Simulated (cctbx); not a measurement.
## What is wrong with this refinement?

Cell a = 9.4620 Å, b = 9.4620 Å, c = 9.4620 Å, α = 90.00°, β = 90.00°, γ = 90.00°; space group P-43n (no. 218).

Simulated single-crystal data (cctbx): Mo Kα, λ = 0.71073 Å, to d = 0.77 Å, 50 % of the full sphere, strongest reflection 70000 counts, noise from counting, a 3 % proportional error and a noise floor of 2 counts (s.d.); no absorption.

An anisotropic refinement with weights 1/σ² prints:

```text
Rint 0.026, 334 unique reflections to 0.77 A
cycle     R1     wR2    GooF  max shift (A)
   1  0.0233  0.0588   4.335   0.00603
   2  0.0229  0.0550   4.056   0.00000
final R1 0.0229 wR2 0.0550 GooF 4.056  parameters 16  data/parameter 20.9
atom        x        y        z      Ueq    occ   su(xyz)  su(Uiso or U11)
Tl1    0.00000  0.50000  0.75000   0.0213  1.000  0.00000  0.0002
Si1    0.50000  0.00000  0.75000   0.0365  1.000  0.00000  0.0013
Na1    0.33071  0.66929  0.33071   0.0402  1.000  0.00041  0.0013
O1     0.06743  0.64561  0.36587   0.0343  1.000  0.00071  0.0029
difference map: max 11.07 min -0.28 rms 0.23
Q1    0.0000  0.0000  0.0000    2   11.07  2.77 A from Na1
Q2    0.0000  0.5000  0.2500    6    0.46  0.00 A from Tl1
Q3    0.0691  0.0691  0.0691    8    0.39  1.64 A from Na1
Q4    0.0000  0.2500  0.5000    6    0.39  0.00 A from Si1
Q5    0.0000  0.0000  0.1117   12    0.33  2.33 A from Na1
Q6    0.0700  0.1355  0.1224   24    0.23  1.09 A from Na1
```

**Question.** Can this result stand? If not, what is the likely fault?

Mend it. The fault: an atom left out, N at (1/2, 1/2, 1/2). Against the right model at the same level, R1 goes from 0.0056 to 0.0229 and GooF from 0.92 to 4.06 and the top difference peak, 11.1 e/Å³, lies 2.77 Å from Na1. Q1 is the missing atom. With scattering power missing, scale and phases suffer, so peaks may also grow on the heavy atoms.

The compound is Na4Tl3Si3NO12. The right model at the same level gives:

```text
Rint 0.026, 334 unique reflections to 0.77 A
cycle     R1     wR2    GooF  max shift (A)
   1  0.0081  0.0227   1.673   0.00432
   2  0.0056  0.0125   0.922   0.00000
final R1 0.0056 wR2 0.0125 GooF 0.922  parameters 17  data/parameter 19.6
atom        x        y        z      Ueq    occ   su(xyz)  su(Uiso or U11)
Tl1    0.00000  0.50000  0.75000   0.0215  1.000  0.00000  0.0000
Si1    0.50000  0.00000  0.75000   0.0364  1.000  0.00000  0.0003
Na1    0.33081  0.66919  0.33081   0.0410  1.000  0.00010  0.0003
O1     0.06715  0.64607  0.36568   0.0360  1.000  0.00017  0.0007
N1     0.50000  0.50000  0.50000   0.0348  1.000  0.00000  0.0008
Flack x: 0.01(3)
Hooft y: 0.013(11)  Bijvoet pairs: 135
difference map: max 0.20 min -0.15 rms 0.04
Q1    0.0000  0.2500  0.5000    6    0.21  0.00 A from Si1
Q2    0.0000  0.0000  0.2432   12    0.18  2.30 A from N1
Q3    0.0039  0.3289  0.2547   24    0.17  1.27 A from O1
Q4    0.1263  0.2353  0.3560   24    0.15  1.12 A from O1
Q5    0.9945  0.1164  0.3693   24    0.13  1.48 A from O1
Q6    0.1276  0.3627  0.8057   24    0.13  1.72 A from O1
```

The model is made up (kin elements in a known structure type, no relaxation), so it says nothing on whether the phase exists.

[Middle refinement cycles are left out of these outputs.]

[Logs are printed without paths, hosts, clocks, repeated set-up lines and the standing remarks that a program may print on its own settings, such as how far it seeks lower states.]
